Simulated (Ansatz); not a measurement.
## Si3N4 (Fd-3m): the PBE gap against the k mesh of the density

How far can the k mesh of the density be lowered for the gap of Si3N4 (Fd-3m)?

Main program and level: Ansatz 0.2.0; DFT, PBE, plane waves, PAW.

### Step 1. Set-up

It takes space group Fd-3m (No. 227, cubic). The conventional cell has a = 7.787 Å, b = 7.787 Å, c = 7.787 Å, α = 90.00°, β = 90.00°, γ = 90.00°. Nearest to Si lie 6 N at 1.89 Å. Nearest to Si lie 4 N at 1.79 Å. Nearest to N lie 4 Si at 1.79 to 1.89 Å. Farther neighbours and most contacts between anions are not listed.

The cell and positions are those that the Materials Project relaxed with its own functionals (PBE, PBE+U or r2SCAN), kept fixed. This is not the form that Si3N4 usually takes at ambient conditions. The default PAW set here is soft_2. Its files were made with PBE.

### Step 2. k mesh of the density: 2×2×2

input.yaml

```yaml
crystal:
  lattice:
    - [0.0, 3.893718, 3.893718]
    - [3.893718, 0.0, 3.893718]
    - [3.893718, 3.893718, 0.0]
  atoms:
    - { symbol: Si, position: [0.125, 0.125, 0.625] }
    - { symbol: Si, position: [0.125, 0.625, 0.125] }
    - { symbol: Si, position: [0.625, 0.125, 0.125] }
    - { symbol: Si, position: [0.125, 0.125, 0.125] }
    - { symbol: Si, position: [0.75, 0.75, 0.75] }
    - { symbol: Si, position: [0.5, 0.5, 0.5] }
    - { symbol: "N", position: [0.367563, 0.367563, 0.367563] }
    - { symbol: "N", position: [0.352689, 0.882437, 0.882437] }
    - { symbol: "N", position: [0.882437, 0.882437, 0.352689] }
    - { symbol: "N", position: [0.882437, 0.352689, 0.882437] }
    - { symbol: "N", position: [0.367563, 0.367563, 0.897311] }
    - { symbol: "N", position: [0.367563, 0.897311, 0.367563] }
    - { symbol: "N", position: [0.882437, 0.882437, 0.882437] }
    - { symbol: "N", position: [0.897311, 0.367563, 0.367563] }
kpoints:
  mp_grid: { grid: [2, 2, 2] }
  band_path:
    path:
      - [0.0, 0.0, 0.0]
      - [0.5, 0.0, 0.5]
      - [0.625, 0.25, 0.625]
      - [0.375, 0.375, 0.75]
      - [0.5, 0.5, 0.5]
      - [0.5, 0.25, 0.75]
      - [0.0, 0.1666666667, -0.1666666667]
    npoints: 1
hamiltonian:
  xc: pbe
scf:
  occupations: { method: fixed }
  n_extra_bands: 8
output:
  eigenvalues: true
  forces: true
  stress: true
```

Launch:

```
$ ansatz run input.yaml --threads 24 --pin off --max-ram 82944MiB --backend cuda --events-out ev --progress --plain --runs-dir out --devices 1 --max-vram 78GiB
```

Numbers of over 12 decimals in the logs are rounded to 6 here.

Output:

```text
scf.n_extra_bands = 8 over 32 filled bands (N_el = 64.0): the run solves 40 bands
GPUs: using 1 of 1 available (devices: 1).
Engine: ansatz 0.2.0, aarch64-unknown-linux-gnu
Pseudopotentials: kind: paw
Pseudopotential: Si, paw, valence charge 4, recommended cutoff 420 eV (normal), Si.paw.azcp
Pseudopotential: N, paw, valence charge 5, recommended cutoff 420 eV (normal), N.paw.azcp
Functional definition: PBE
  parameter kappa = 0.804
  parameter beta = 0.066725
  exchange = pbe_x(kappa = kappa, mu = beta*pi^2/3)
  correlation = pbe_c(beta = beta)
device memory: the entry about to start is reckoned to put 3.0 GiB on a device that reports 172.9 GiB free (of which the cap on the GPU budget leaves the run 78.0 GiB)
GPU FFT provider: cuFFT
GPU libraries: cuBLAS 13.8.1, cuFFT 12.4.0, cuSOLVER 12.3.2
GPU matrix products: emulated (plane waves: as basis.precision tells), large ones in fixed point in workspaces of 1.00 GiB
Crystal: 14 atoms, lattice volume = 118.066 Å³
Basis set: ecut = 420 eV, 2277 PW (Γ), exchange–correlation on 80×80×80 points (8 copies of the dense FFT grid, shifted against one another)
Bands: 40, of which v1, the nominal top of the filled ones, is band 32 counted from 1 (31 counted from 0)
Symmetry: 48 space group operations
Space group: Fd-3m (ITA 227), of the structure as read, at distance tolerance 4.9e-5 Å
k-points: 3 of 8
Non-local potential: Si, projectors of the file, l = 0: 2, l = 1: 2, l = 2: 2
Non-local potential: N, projectors of the file, l = 0: 2, l = 1: 2, l = 2: 1
PAW form: soft (Blöchl's): semilocal exchange-correlation on the pseudo side does not see the compensation charge
PAW one-centre angular grid: Si, 110 points (default); XC on 64 Gauss nodes
PAW one-centre angular grid: N, 110 points (default); XC on 64 Gauss nodes
Initial density: superposition of atomic densities (neutral atoms: chi_scale 0, normalization atom), corrected by the library's trained network
Initial wavefunctions: pseudopotential atomic-orbital guess
GPU buffer pool allocated for 64000 grid points (all kernels)
GPU transforms: local potential and band sums: pruned to the plane-wave sphere, on 40×40×40
Functional: x = pbe(κ = 0.804, μ = 0.219515), c = pbe(β = 0.066725)
SCF iter   1: F=—  HF=-6899.117025 eV  |F-HF|=—  |Δ(HF+E_count)|=         —  Δρ=3.99e-3  dr2=4.71e-2  ethr=1.77e-3  ⟨swp⟩=5.3  Hψ=521  notcnv=0  defer=16
preconditioner: auto → Resta (q_TF=auto, 2.464 Å⁻¹)  ε∞=5.1  [insulator: Δε(μ)=3.382 eV  Ē_g=13.465 eV  n_scr=26 (ndim 8)  ℏωp=27.3 eV  f_vac=0.000  ε∞_Penn≈5.1]
SCF iter   2: F=—  HF=-6899.104347 eV  |F-HF|=—  |Δ(HF+E_count)|=   1.27e-2  Δρ=1.87e-3  dr2=1.00e-2  ethr=7.36e-5  ⟨swp⟩=2.3  Hψ=198  notcnv=0  defer=16
SCF iter   3: F=—  HF=-6899.103014 eV  |F-HF|=—  |Δ(HF+E_count)|=   1.33e-3  Δρ=4.48e-4  dr2=1.79e-4  ethr=1.56e-5  ⟨swp⟩=2.7  Hψ=196  notcnv=0  defer=16
SCF iter   4: F=—  HF=-6899.103122 eV  |F-HF|=—  |Δ(HF+E_count)|=   1.08e-4  Δρ=1.55e-4  dr2=2.65e-5  ethr=2.80e-7  ⟨swp⟩=2.0  Hψ=200  notcnv=0  defer=16
SCF iter   5: F=—  HF=-6899.102928 eV  |F-HF|=—  |Δ(HF+E_count)|=   1.95e-4  Δρ=2.96e-5  dr2=1.18e-6  ethr=4.14e-8  ⟨swp⟩=2.0  Hψ=199  notcnv=0  defer=12
SCF iter   6: F=-6899.102928 eV  HF=-6899.102928 eV  |F-HF|=3.31e-8  |Δ(HF+E_count)|=   4.84e-7  Δρ=8.59e-6  dr2=6.03e-8  ethr=1.56e-10  ⟨swp⟩=23.0  Hψ=726  notcnv=0
SCF 1 converged in 6 iterations: F = -6899.102928 eV  dr2 = 6.03e-8
[...]
device memory: the entry about to start is reckoned to put 4.9 GiB on a device that reports 175.9 GiB free (of which the cap on the GPU budget leaves the run 78.0 GiB)
NSCF: frozen V_eff on 7 k-points
SCF converged after 6 iterations
Free energy (F): -6899.102928 eV
Harris-Foulkes:  -6899.102928 eV  (|F-HF|=3.31e-8)
Internal energy: -6899.102928 eV  (E = F + TS)
E sigma→0 (E₀):  -6899.102928 eV
Fermi energy:    10.994699 eV
--- Per-component energies (eV) ---
  E_band       = 274.598697
  E_kinetic    = 1363.596286
  E_local      = -1487.141982  (includes V_loc(G=0)·N_el)
  E_nonlocal   = 500.920972
  E_hartree    = 494.411919
  E_xc         = -831.415344
  E_vxc        = -919.193240  (∫ρ·V_xc dr)
  E_paw        = -4098.634364  (= ΣΔE_a)
  E_vpaw       = -172.411657  (= ΣTr[D̂ρ^β])
  E_aug_tail   = 0.000858  (compensation charges beyond the density's cutoff)
  E_ewald      = -2840.841273
  E_smearing   = -0.000000  (= −TS)
  E_closure    = 0.000000  (closes the sum)
  Σ components = -6899.102928   (vs F -6899.102928, Δ=0.00e0)
--- Forces (eV/Å), atoms counted from 1 ---
  atom   1  Si    -0.00000000     0.00000000     0.00000000
  atom   2  Si    -0.00000000    -0.00000000    -0.00000000
  atom   3  Si    -0.00000000    -0.00000000     0.00000000
  atom   4  Si    -0.00000000     0.00000000    -0.00000000
  atom   5  Si    -0.00000000     0.00000000    -0.00000000
  atom   6  Si    -0.00000000    -0.00000000     0.00000000
  atom   7  N     -0.02492287    -0.02492287    -0.02492287
  atom   8  N      0.02492287    -0.02492287    -0.02492287
  atom   9  N     -0.02492287    -0.02492287     0.02492287
  atom  10  N     -0.02492287     0.02492287    -0.02492287
  atom  11  N      0.02492287     0.02492287    -0.02492287
  atom  12  N      0.02492287    -0.02492287     0.02492287
  atom  13  N      0.02492287     0.02492287     0.02492287
  atom  14  N     -0.02492287     0.02492287     0.02492287
  max |Σ_I F_I| component: 5.90e-17 eV/Å
--- Stress (GPa, compression-positive) ---
        0.525993      -0.000000      -0.000000
       -0.000000       0.525993       0.000000
        0.000000       0.000000       0.525993
  P = ⅓ Tr σ = 0.5260 GPa (5.260 kbar)
--- Band table (eV) ---
  k-point 0: bands = [... 28 lower, 10.8786, 10.9947, 10.9947, 10.9947, 14.3288, 14.3288, 14.3288, 15.8727, ... 4 higher]
  k-point 1: bands = [... 28 lower, 10.5592, 10.5592, 10.6987, 10.6987, 15.9120, 16.7487, 16.7487, 17.2230, ... 4 higher]
  k-point 2: bands = [... 28 lower, 9.9298, 9.9298, 10.6074, 10.6074, 17.6131, 17.6131, 17.9486, 17.9486, ... 4 higher]
```

It took 0.88 s on 1 × NVIDIA GB200 (shared by 2 runs) with 24 threads of Arm Neoverse V2, shared host; peak memory 1 GiB.

This step gave:

| Property | Result |
| --- | --- |
| pressure | 0.5260 GPa |
| gap | 3.293 eV |
| valence top at | k = (0.000, 0.167, -0.167) |
| conduction bottom at | Γ |
| least direct gap | 3.334 eV |

The gap is indirect, with the least direct gap 0.04 eV higher.

### Step 3. k mesh of the density: 4×4×4

input.yaml, as its differences from that of step 2:

```diff
@@ -21,3 +21,3 @@
 kpoints:
-  mp_grid: { grid: [2, 2, 2] }
+  mp_grid: { grid: [4, 4, 4] }
   band_path:
```

Output:

```text
[...]
GPUs: using 1 of 1 available (devices: 1).
[...]
GPU FFT provider: cuFFT
GPU libraries: cuBLAS 13.8.1, cuFFT 12.4.0, cuSOLVER 12.3.2
[...]
Crystal: 14 atoms, lattice volume = 118.066 Å³
Basis set: ecut = 420 eV, 2277 PW (Γ), exchange–correlation on 80×80×80 points (8 copies of the dense FFT grid, shifted against one another)
[...]
k-point 0: bands = [... 28 lower, 10.8232, 10.9397, 10.9397, 10.9397, 14.3242, 14.3242, 14.3242, 15.8599, ... 4 higher]
  k-point 1: bands = [... 28 lower, 10.4899, 10.5363, 10.8411, 10.8411, 15.0673, 15.3235, 15.3235, 16.9454, ... 4 higher]
  k-point 2: bands = [... 28 lower, 10.5063, 10.5063, 10.6452, 10.6452, 15.9049, 16.7458, 16.7458, 17.2173, ... 4 higher]
  k-point 7: bands = [... 28 lower, 9.9327, 9.9327, 10.2488, 10.2488, 17.6238, 17.6238, 18.1337, 18.1337, ... 4 higher]
[key lines of the parts left out:]
SCF converged after 6 iterations
Free energy (F): -6899.797442 eV
Fermi energy:    10.952103 eV
P = ⅓ Tr σ = 0.1997 GPa (1.997 kbar)
```

Run time: 1.1 s. Hardware: 1 × NVIDIA GB200 (shared by 2 runs) with 24 threads; peak memory 1 GiB.

Numbers from this step:

- pressure: 0.1997 GPa
- gap: 3.344 eV
- valence top at: k = (0.000, 0.167, -0.167)
- conduction bottom at: Γ
- least direct gap: 3.384 eV

The gap is 3.344 eV, +0.051 eV from the run before at this level.

### Step 4. k mesh of the density: 6×6×6 (the default)

input.yaml, as its differences from that of step 3:

```diff
@@ -21,13 +21,8 @@
 kpoints:
-  mp_grid: { grid: [4, 4, 4] }
+  mp_grid: { grid: [6, 6, 6] }
   band_path:
     path:
-      - [0.0, 0.0, 0.0]
-      - [0.5, 0.0, 0.5]
-      - [0.625, 0.25, 0.625]
-      - [0.375, 0.375, 0.75]
-      - [0.5, 0.5, 0.5]
-      - [0.5, 0.25, 0.75]
-      - [0.0, 0.1666666667, -0.1666666667]
-    npoints: 1
+      - [[0.0, 0.0, 0.0], [0.5, 0.0, 0.5], [0.625, 0.25, 0.625]]
+      - [[0.375, 0.375, 0.75], [0.0, 0.0, 0.0], [0.5, 0.5, 0.5], [0.5, 0.25, 0.75], [0.5, 0.0, 0.5]]
+    npoints: 10
 hamiltonian:
@@ -35,3 +30,3 @@
 scf:
-  occupations: { method: fixed }
+  occupations: { method: fermi_dirac, width: 0.02 }
   n_extra_bands: 8
```

Output:

```text
[...]
GPUs: using 1 of 1 available (devices: 1).
[...]
GPU FFT provider: cuFFT
GPU libraries: cuBLAS 13.8.1, cuFFT 12.4.0, cuSOLVER 12.3.2
[...]
Crystal: 14 atoms, lattice volume = 118.066 Å³
Basis set: ecut = 420 eV, 2277 PW (Γ), exchange–correlation on 80×80×80 points (8 copies of the dense FFT grid, shifted against one another)
[...]
k-point 0: bands = [... 28 lower, 10.8226, 10.9391, 10.9391, 10.9391, 14.3241, 14.3241, 14.3241, 15.8598, ... 4 higher]
  k-point 1: bands = [... 28 lower, 10.5882, 10.6844, 10.8977, 10.8977, 14.7162, 14.8278, 14.8278, 16.3652, ... 4 higher]
  k-point 2: bands = [... 28 lower, 10.4623, 10.4623, 10.7649, 10.7649, 15.4296, 15.8737, 15.8737, 17.4850, ... 4 higher]
  k-point 15: bands = [... 28 lower, 9.7756, 9.7756, 10.3771, 10.3771, 17.6480, 17.6480, 18.0334, 18.0334, ... 4 higher]
[key lines of the parts left out:]
SCF converged after 6 iterations
Free energy (F): -6899.800646 eV
Fermi energy:    12.666844 eV
P = ⅓ Tr σ = 0.1998 GPa (1.998 kbar)
```

The job ended after 1.1 s (1 × NVIDIA GB200 (shared by 2 runs) with 24 threads; peak memory 1 GiB; 3.4 s of CPU time).

Numbers from this step:

| Property | Result |
| --- | --- |
| pressure | 0.1998 GPa |
| gap | 3.344 eV |
| valence top at | k = (0.000, 0.167, -0.167) |
| conduction bottom at | Γ |
| least direct gap | 3.385 eV |

The gap is 3.344 eV, +0.001 eV from the run before at this level.

### Step 5. k mesh of the density: 8×8×8

input.yaml, as its differences from that of step 4:

```diff
@@ -21,8 +21,13 @@
 kpoints:
-  mp_grid: { grid: [6, 6, 6] }
+  mp_grid: { grid: [8, 8, 8] }
   band_path:
     path:
-      - [[0.0, 0.0, 0.0], [0.5, 0.0, 0.5], [0.625, 0.25, 0.625]]
-      - [[0.375, 0.375, 0.75], [0.0, 0.0, 0.0], [0.5, 0.5, 0.5], [0.5, 0.25, 0.75], [0.5, 0.0, 0.5]]
-    npoints: 10
+      - [0.0, 0.0, 0.0]
+      - [0.5, 0.0, 0.5]
+      - [0.625, 0.25, 0.625]
+      - [0.375, 0.375, 0.75]
+      - [0.5, 0.5, 0.5]
+      - [0.5, 0.25, 0.75]
+      - [0.0, 0.1666666667, -0.1666666667]
+    npoints: 1
 hamiltonian:
@@ -30,3 +35,3 @@
 scf:
-  occupations: { method: fermi_dirac, width: 0.02 }
+  occupations: { method: fixed }
   n_extra_bands: 8
```

Output:

```text
[...]
GPUs: using 1 of 1 available (devices: 1).
[...]
GPU FFT provider: cuFFT
GPU libraries: cuBLAS 13.8.1, cuFFT 12.4.0, cuSOLVER 12.3.2
[...]
Crystal: 14 atoms, lattice volume = 118.066 Å³
Basis set: ecut = 420 eV, 2277 PW (Γ), exchange–correlation on 80×80×80 points (8 copies of the dense FFT grid, shifted against one another)
[...]
k-point 0: bands = [... 28 lower, 10.8226, 10.9391, 10.9391, 10.9391, 14.3242, 14.3242, 14.3242, 15.8598, ... 4 higher]
  k-point 1: bands = [... 28 lower, 10.6640, 10.7426, 10.9175, 10.9175, 14.5613, 14.6226, 14.6226, 16.1459, ... 4 higher]
  k-point 2: bands = [... 28 lower, 10.4893, 10.5357, 10.8405, 10.8405, 15.0673, 15.3234, 15.3234, 16.9452, ... 4 higher]
  k-point 28: bands = [... 28 lower, 9.9321, 9.9321, 10.2482, 10.2482, 17.6237, 17.6237, 18.1335, 18.1335, ... 4 higher]
[key lines of the parts left out:]
SCF converged after 6 iterations
Free energy (F): -6899.801036 eV
Fermi energy:    10.973435 eV
P = ⅓ Tr σ = 0.2002 GPa (2.002 kbar)
```

Elapsed: 1.2 s, on 1 × NVIDIA GB200 (shared by 2 runs) with 24 threads; peak memory 1.1 GiB; 2.3 s of CPU time.

This step gave:

| Quantity | Value |
| --- | --- |
| pressure | 0.2002 GPa |
| gap | 3.344 eV |
| valence top at | k = (0.000, 0.167, -0.167) |
| conduction bottom at | Γ |
| least direct gap | 3.385 eV |

The gap is 3.344 eV, as in the run before at this level.

### Step 6. The series

Differences are against the last row; a negative gap means that bands overlap, and a run with a band path holds that path's time. Times are wall times on 1 × NVIDIA GB200 (shared by 2 runs) with 24 threads of Arm Neoverse V2, shared host, good to a factor of about two.

| k mesh of the density | gap (eV) | direct gap (eV) | gap error (eV) | energy error (meV/atom) | irreducible k | time |
| --- | --- | --- | --- | --- | --- | --- |
| 2×2×2 | 3.293 | 3.334 | −0.052 | +49.9 | 3 | 0.88 s |
| 4×4×4 | 3.344 | 3.384 | −0.001 | +0.3 | 8 | 1.1 s |
| 6×6×6 | 3.344 | 3.385 | +0.000 | +0.0 | 16 | 1.1 s |
| 8×8×8 | 3.344 | 3.385 | +0.000 | +0.0 | 29 | 1.2 s |

### Step 7. Outcome

* 2×2×2: 3.293 eV
* 4×4×4: 3.344 eV
* 6×6×6: 3.344 eV
* 8×8×8: 3.344 eV

The gap holds to 0.02 eV from 4×4×4 on. At 2×2×2 the gap is off by −0.052 eV and the energy by +50 meV/atom. The gap is read over the mesh and added points near the edges, so meshes differ mainly through the density and, for a hybrid, the exchange operator.

[Paths, hosts, dates, memory and timing lines, banners, echoed tables and standing remarks are left out of the program output.]

[Logs are printed without paths, hosts, clocks, repeated set-up lines and the standing remarks that a program may print on its own settings, such as how far it seeks lower states.]

[Runs of the session that timed out or met a known fault of the program may be left out.]

[Cells called generated may have been cut or substituted from an entry of the Crystallography Open Database or the Materials Project.]

[Hosts, paths, dates, database ids (printed as entryN), source tags and the programs' standing remarks are cut or masked in the printed files.]
